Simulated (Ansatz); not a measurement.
# Quasi-harmonic thermodynamics of Rh (Rhodium, Fm-3m), part 4 of 5

Aim: the lattice, expansion, heat capacity and bulk modulus of Rhodium as it warms.

Ansatz 0.2.0; DFT LDA, scalar-relativistic, plane waves, PAW (the session's first sound run).

So far, isothermal bulk modulus at 298 K (GPa): step 6 (phonons on strained cells, k-mesh 21×21×21, functional LDA) 304. Also principal linear expansion coefficients at 298 K (× 1e-6/K): step 6 8.05.

The database entry behind the starting cell differs from later determinations by our own check (an axis about 0.2 % short against later determinations), so it need not match the best structure at ambient conditions.

## Step 7: Phonons on strained cells, k-mesh 20×20×20, q-mesh 4×4×4

Thermal expansion follows from how the free energy of the vibrations (and of the electrons in a metal) changes with strain, so the program makes strained cells, their phonons and a fit in one run.

Input file input.yaml:

```yaml
crystal:
  lattice:
    - [0.0, 1.8766688955, 1.8766688955]
    - [1.8766688955, 0.0, 1.8766688955]
    - [1.8766688955, 1.8766688955, 0.0]
  atoms:
    - { symbol: Rh, position: [0.0, 0.0, 0.0] }
kpoints:
  mp_grid: { grid: [20, 20, 20] }
hamiltonian:
  xc: lda
scf:
  occupations: { method: methfessel_paxton, width: 0.2 }
output:
  eigenvalues: true
phonons:
  method: dfpt
  qmesh: [4, 4, 4]
  temperatures: { t_max: 1200.0, t_step: 50 }
  thermal_expansion: {}
```

On the command line:

```sh
$ ansatz run input.yaml --threads 4 --pin off --max-ram 8192MiB --backend cpu --events-out ev --progress --plain --runs-dir out
```

Numbers of over 12 decimals in the logs are rounded to 6 here.

Log:

```text
[...]
Crystal: 1 atoms, lattice volume = 13.219 Å³
Basis set: ecut = 487.2 eV, 331 PW (Γ), exchange–correlation on 40×40×40 points (8 copies of the dense FFT grid, shifted against one another)
Bands: 13, of which v1, the nominal top of the filled ones, is band 9 counted from 1 (8 counted from 0)
Symmetry: 48 space group operations
[...]
k-points: 256 of 8000
[...]
SCF iter   1: F=—  HF=-6278.652950 eV  |F-HF|=—  |Δ(HF+E_count)|=         —  Δρ=1.05e-2  dr2=8.19e-3  ethr=1.77e-3  ⟨swp⟩=4.5  Hψ=17743  notcnv=0
[...]
SCF iter   8: F=-6278.650695 eV  HF=-6278.650695 eV  |F-HF|=1.82e-12  |Δ(HF+E_count)|=  1.82e-12  S|Δr|=    0.00e0  Δρ=3.84e-8  dr2=3.67e-14  ethr=1.00e-12  ⟨swp⟩=5.2  Hψ=12463  notcnv=0
SCF 1 converged in 8 iterations: F = -6278.650695 eV  dr2 = 3.67e-14
[...]
relax step   1: F+E_penalty+E_count = -6278.65069524 eV  Δ(F+E_penalty+E_count) = +0.000e0 eV  max|allowed force component| = 0.000e0 eV/Å  Δτ_max = 0.0000 Å  (8 SCF iters, accepted)
SCF converged after 8 iterations
[...]
Free energy (F): -6278.650695 eV
[...]
Internal energy: -6278.652466 eV  (E = F + TS)
E sigma→0 (E₀):  -6278.651138 eV
Entropy (-TS):   0.001771 eV (1.771 meV/atom)
Fermi energy:    23.223705 eV
[...]
--- Stress (GPa, compression-positive) ---
       -0.012106      -0.000000      -0.000000
       -0.000000      -0.012106       0.000000
       -0.000000      -0.000000      -0.012106
  P = ⅓ Tr σ = -0.0121 GPa (-0.121 kbar)
--- Band table (eV; the first three rows and the last of 256) ---
  k-point 0: bands = [... 5 lower, 19.9172, 19.9172, 19.9172, 22.1754, 22.1754, 38.9557, 44.4434, 44.4434]
  k-point 1: bands = [... 5 lower, 19.8687, 19.9597, 19.9597, 22.1507, 22.1507, 39.1132, 43.9104, 44.5998]
  k-point 2: bands = [... 5 lower, 19.7429, 20.0744, 20.0744, 22.0929, 22.0929, 39.5486, 42.7212, 45.0581]
  k-point 255: bands = [... 5 lower, 19.1609, 19.1609, 21.9291, 24.2904, 33.0756, 33.0756, 34.6682, 36.2778]
── thermal expansion: 3 new cells, 3 in all ──
thermal expansion: relaxation of cell 2
thermal expansion: relaxation of cell 3
── thermal expansion: 2 new cells, 5 in all ──
thermal expansion: relaxation of cell 4
thermal expansion: lower-state search of cell 4
thermal expansion: electrons of cell 4
thermal expansion: phonons of cell 4
thermal expansion: relaxation of cell 5
thermal expansion: electrons of cell 1
thermal expansion: electrons of cell 2
thermal expansion: electrons of cell 3
thermal expansion: electrons of cell 5
thermal expansion: phonons of cell 5
── thermal expansion: 5 new cells, 10 in all ──
thermal expansion: relaxation of cell 6
thermal expansion: relaxation of cell 7
thermal expansion: relaxation of cell 8
thermal expansion: relaxation of cell 9
thermal expansion: relaxation of cell 10
thermal expansion: electrons of cell 6
thermal expansion: electrons of cell 7
thermal expansion: electrons of cell 8
thermal expansion: electrons of cell 9
thermal expansion: electrons of cell 10
thermal expansion: phonons of cell 6
thermal expansion: phonons of cell 7
--- Relaxed structure (1 steps of the walk, 1 accepted, 0 SCFs on fresh bases) ---
  F+E_penalty+E_count = -6278.65069524 eV   max|allowed force component| = 0.000e0 eV/Å
  atoms:
    - { symbol: Rh, position: [0.0, 0.0, 0.0] }
--- Thermal expansion: 10 cells in 3 rounds, 0 GPa ---
  no lower state was reached at cell 4; its state was not examined: fill_not_monotonic
  without vibrations: a 2.65400, b 2.65400, c 2.65400 Å, V 13.2187 Å³, B 318.21 GPa
  at 0 K: a 2.65674, b 2.65674, c 2.65674 Å, V 13.2597 Å³, B 314.81 GPa
  zero-point expansion: a +0.103, b +0.103, c +0.103, V +0.310 %
[...]
0.00    2.65674    2.65674    2.65674    13.2597 |    0.00    0.00    0.00    0.00 |   14.81 |     0.000     0.000 |   314.81   314.81
   150.00    2.65790    2.65790    2.65790    13.2770 |    6.05    6.05    6.05   18.16 |   21.03 |    19.874    19.751 |   311.42   313.37
   298.15    2.66067    2.66067    2.66067    13.3185 |    7.62    7.62    7.62   22.87 |       - |    24.580    24.199 |   305.12   309.93
   400.00    2.66280    2.66280    2.66280    13.3505 |    8.06    8.06    8.06   24.19 |   23.60 |    25.773    25.207 |   300.55   307.29
   550.00    2.66612    2.66612    2.66612    13.4006 |    8.54    8.54    8.54   25.62 |   24.46 |    26.962    26.106 |   293.59   303.21
   700.00    2.66962    2.66962    2.66962    13.4535 |    8.98    8.98    8.98   26.93 |   25.22 |    27.978    26.800 |   286.35   298.93
   850.00    2.67331    2.67331    2.67331    13.5093 |    9.42    9.42    9.42   28.27 |   25.95 |    28.980    27.440 |   278.82   294.48
  1000.00    2.67718    2.67718    2.67718    13.5681 |    9.90    9.90    9.90   29.69 |   26.70 |    30.013    28.061 |   270.99   289.85
  1150.00    2.68126    2.68126    2.68126    13.6302 |   10.41   10.41   10.41   31.22 |   27.47 |    31.086    28.667 |   262.86   285.03
  1200.00    2.68267    2.68267    2.68267    13.6517 |   10.59   10.59   10.59   31.76 |   27.74 |    31.453    28.865 |   260.07   283.39
[...]
vibrations' free energy: its fit passes through its cells
[...]
free energies summed between the sampled wave vectors
[...]
```

Elapsed: 16 min, on 4 threads of Arm Neoverse V1, shared host; peak memory 4 GiB.

Numbers from this step:

```yaml
pressure: -0.01211 GPa
volume_expansion_coefficient_at_298_k: 22.87 1e-6/K
c_p_at_298_k: 24.58 J/mol-atom/K
entropy_at_298_k: 30.88 J/mol-atom/K
isothermal_bulk_modulus_at_298_k: 305.1 GPa
grueneisen_parameter_at_298_k: 2.313
principal_linear_expansion_coefficients_at_298_k: 7.623, 7.623, 7.623 1e-6/K
```

Strained cells of the study; zero-point energy where phonons were solved; the pressures are stresses at a fixed cutoff and can carry an offset from the finite basis. Expansion cells, by row:

```
cell  |a| (Å)  |b| (Å)  |c| (Å)  V (Å³/atom)  E - E_lowest (meV/atom)  pressure, compression positive (GPa)  gap (eV)  zero-point energy (meV/atom)
   1    2.654    2.654    2.654        13.22                        0                                -0.046         -                             -
   2    2.675    2.675    2.675        13.54                    7.347                                -7.206         -                             -
   3    2.633    2.633    2.633        12.91                    7.666                                 8.034         -                             -
   4    2.654    2.654    2.654        13.22                    0.002                                -0.127         -                         34.23
   5    2.668    2.668    2.668        13.42                    3.012                                -4.705         -                         33.02
   6     2.68     2.68     2.68         13.6                    10.58                                -8.554         -                         31.94
   7    2.692    2.692    2.692         13.8                    23.29                                -12.32         -                         30.81
   8    2.628    2.628    2.628        12.83                    11.88                                 10.13         -                             -
   9    2.641    2.641    2.641        13.03                    2.872                                 4.812         -                             -
  10    2.712    2.712    2.712         14.1                    51.04                                -17.44         -                             -
```

Quasi-harmonic; a, b, c are the run's own cell vectors. Expansion, by row:

```
T (K)  a (Å)  b (Å)  c (Å)  alpha (deg)  beta (deg)  gamma (deg)  cell volume (Å³/cell)  alpha_a (1e-6/K)  alpha_b (1e-6/K)  alpha_c (1e-6/K)  alpha_V (1e-6/K)  C_P (J/mol-atom/K)  C_V (J/mol-atom/K)  S (J/mol-atom/K)  B_T (GPa)  B_S (GPa)  Grueneisen  extrapolation  fit error (1e-6/K)
    0  2.657  2.657  2.657           60          60           60                  13.26                 0                 0                 0                 0                   0                   0                 0      314.8      314.8           -              0                   0
   50  2.657  2.657  2.657           60          60           60                  13.26              1.34              1.34              1.34              4.02               4.712                4.71             1.645      314.6      314.8       2.146              0                   0
  100  2.657  2.657  2.657           60          60           60                  13.27              4.45              4.45              4.45             13.35               14.83               14.79             8.294      313.3      314.2       2.259              0                   0
  150  2.658  2.658  2.658           60          60           60                  13.28              6.05              6.05              6.05             18.16               19.87               19.75             15.39      311.4      313.4        2.29              0                   0
  200  2.659  2.659  2.659           60          60           60                  13.29              6.85              6.85              6.85             20.56               22.33               22.12             21.48      309.4      312.3       2.302              0                   0
  250   2.66   2.66   2.66           60          60           60                   13.3              7.32              7.32              7.32             21.96               23.71               23.41             26.63      307.2      311.1       2.309              0                   0
298.1  2.661  2.661  2.661           60          60           60                  13.32              7.62              7.62              7.62             22.87               24.58                24.2             30.88      305.1      309.9       2.313              0                   0
  300  2.661  2.661  2.661           60          60           60                  13.32              7.63              7.63              7.63              22.9               24.61               24.22             31.03        305      309.9       2.313              0                   0
  350  2.662  2.662  2.662           60          60           60                  13.33              7.87              7.87              7.87             23.61               25.26               24.78             34.88      302.8      308.6       2.316              0                   0
  400  2.663  2.663  2.663           60          60           60                  13.35              8.06              8.06              8.06             24.19               25.77               25.21             38.29      300.6      307.3       2.319              0                   0
  450  2.664  2.664  2.664           60          60           60                  13.37              8.23              8.23              8.23              24.7               26.21               25.55             41.35      298.3      305.9       2.321              0                   0
  500  2.665  2.665  2.665           60          60           60                  13.38              8.39              8.39              8.39             25.17                26.6               25.84             44.13      295.9      304.6       2.323              0                0.01
  550  2.666  2.666  2.666           60          60           60                   13.4              8.54              8.54              8.54             25.62               26.96               26.11             46.68      293.6      303.2       2.325              0                0.01
  600  2.667  2.667  2.667           60          60           60                  13.42              8.69              8.69              8.69             26.06               27.31               26.35             49.04      291.2      301.8       2.327              0                0.01
  650  2.668  2.668  2.668           60          60           60                  13.44              8.83              8.83              8.83              26.5               27.64               26.58             51.24      288.8      300.4       2.329              0                0.01
  700   2.67   2.67   2.67           60          60           60                  13.45              8.98              8.98              8.98             26.93               27.98                26.8              53.3      286.4      298.9       2.331              0                0.01
  750  2.671  2.671  2.671           60          60           60                  13.47              9.12              9.12              9.12             27.37               28.31               27.02             55.24      283.9      297.5       2.333              0                0.01
  800  2.672  2.672  2.672           60          60           60                  13.49              9.27              9.27              9.27             27.81               28.64               27.23             57.08      281.4        296       2.335              0                0.01
  850  2.673  2.673  2.673           60          60           60                  13.51              9.42              9.42              9.42             28.27               28.98               27.44             58.83      278.8      294.5       2.337              0                0.01
  900  2.675  2.675  2.675           60          60           60                  13.53              9.58              9.58              9.58             28.73               29.32               27.65             60.49      276.2      292.9       2.339              0                0.01
  950  2.676  2.676  2.676           60          60           60                  13.55              9.74              9.74              9.74             29.21               29.66               27.86             62.09      273.6      291.4       2.341              0                0.01
 1000  2.677  2.677  2.677           60          60           60                  13.57               9.9               9.9               9.9             29.69               30.01               28.06             63.62        271      289.9       2.343              0                0.01
 1050  2.679  2.679  2.679           60          60           60                  13.59             10.06             10.06             10.06             30.19               30.37               28.27             65.09      268.3      288.3       2.345              0                0.01
 1100   2.68   2.68   2.68           60          60           60                  13.61             10.23             10.23             10.23              30.7               30.72               28.47             66.51      265.6      286.7       2.347              0                0.01
 1150  2.681  2.681  2.681           60          60           60                  13.63             10.41             10.41             10.41             31.22               31.09               28.67             67.89      262.9        285        2.35              0                0.01
 1200  2.683  2.683  2.683           60          60           60                  13.65             10.59             10.59             10.59             31.76               31.45               28.86             69.22      260.1      283.4       2.352              0                0.01
```

Expansion coefficient against temperature; values in 1e-6/K:

```
temperature (K)  volume  principal 1
              0       0            0
             50    4.02         1.34
            100    13.3         4.45
            200    20.6         6.85
            250    22.0         7.32
            298    22.9         7.62
            300    22.9         7.63
            350    23.6         7.87
            450    24.7         8.23
            500    25.2         8.39
            550    25.6         8.54
            600    26.1         8.69
            650    26.5         8.83
            700    26.9         8.98
            800    27.8         9.27
            850    28.3         9.42
            900    28.7         9.58
            950    29.2         9.74
           1000    29.7          9.9
           1100    30.7         10.2
           1150    31.2         10.4
           1200    31.8         10.6
```

Changing the q-mesh (3×3×3 → 4×4×4) and the k-mesh (21×21×21 → 20×20×20) takes the volume expansion at 298 K from 24.1 to 22.9 × 10⁻⁶/K and B_T from 304 to 305 GPa.

[end of part 4 of 5]

[Logs are printed without paths, hosts, clocks, repeated set-up lines and the standing remarks that a program may print on its own settings, such as how far it seeks lower states.]

[Hosts, paths, dates, database ids (printed as entryN), source tags and the programs' standing remarks are cut or masked in the printed files.]

[A step with changed settings may run another functional than the one named; its input shows which.]
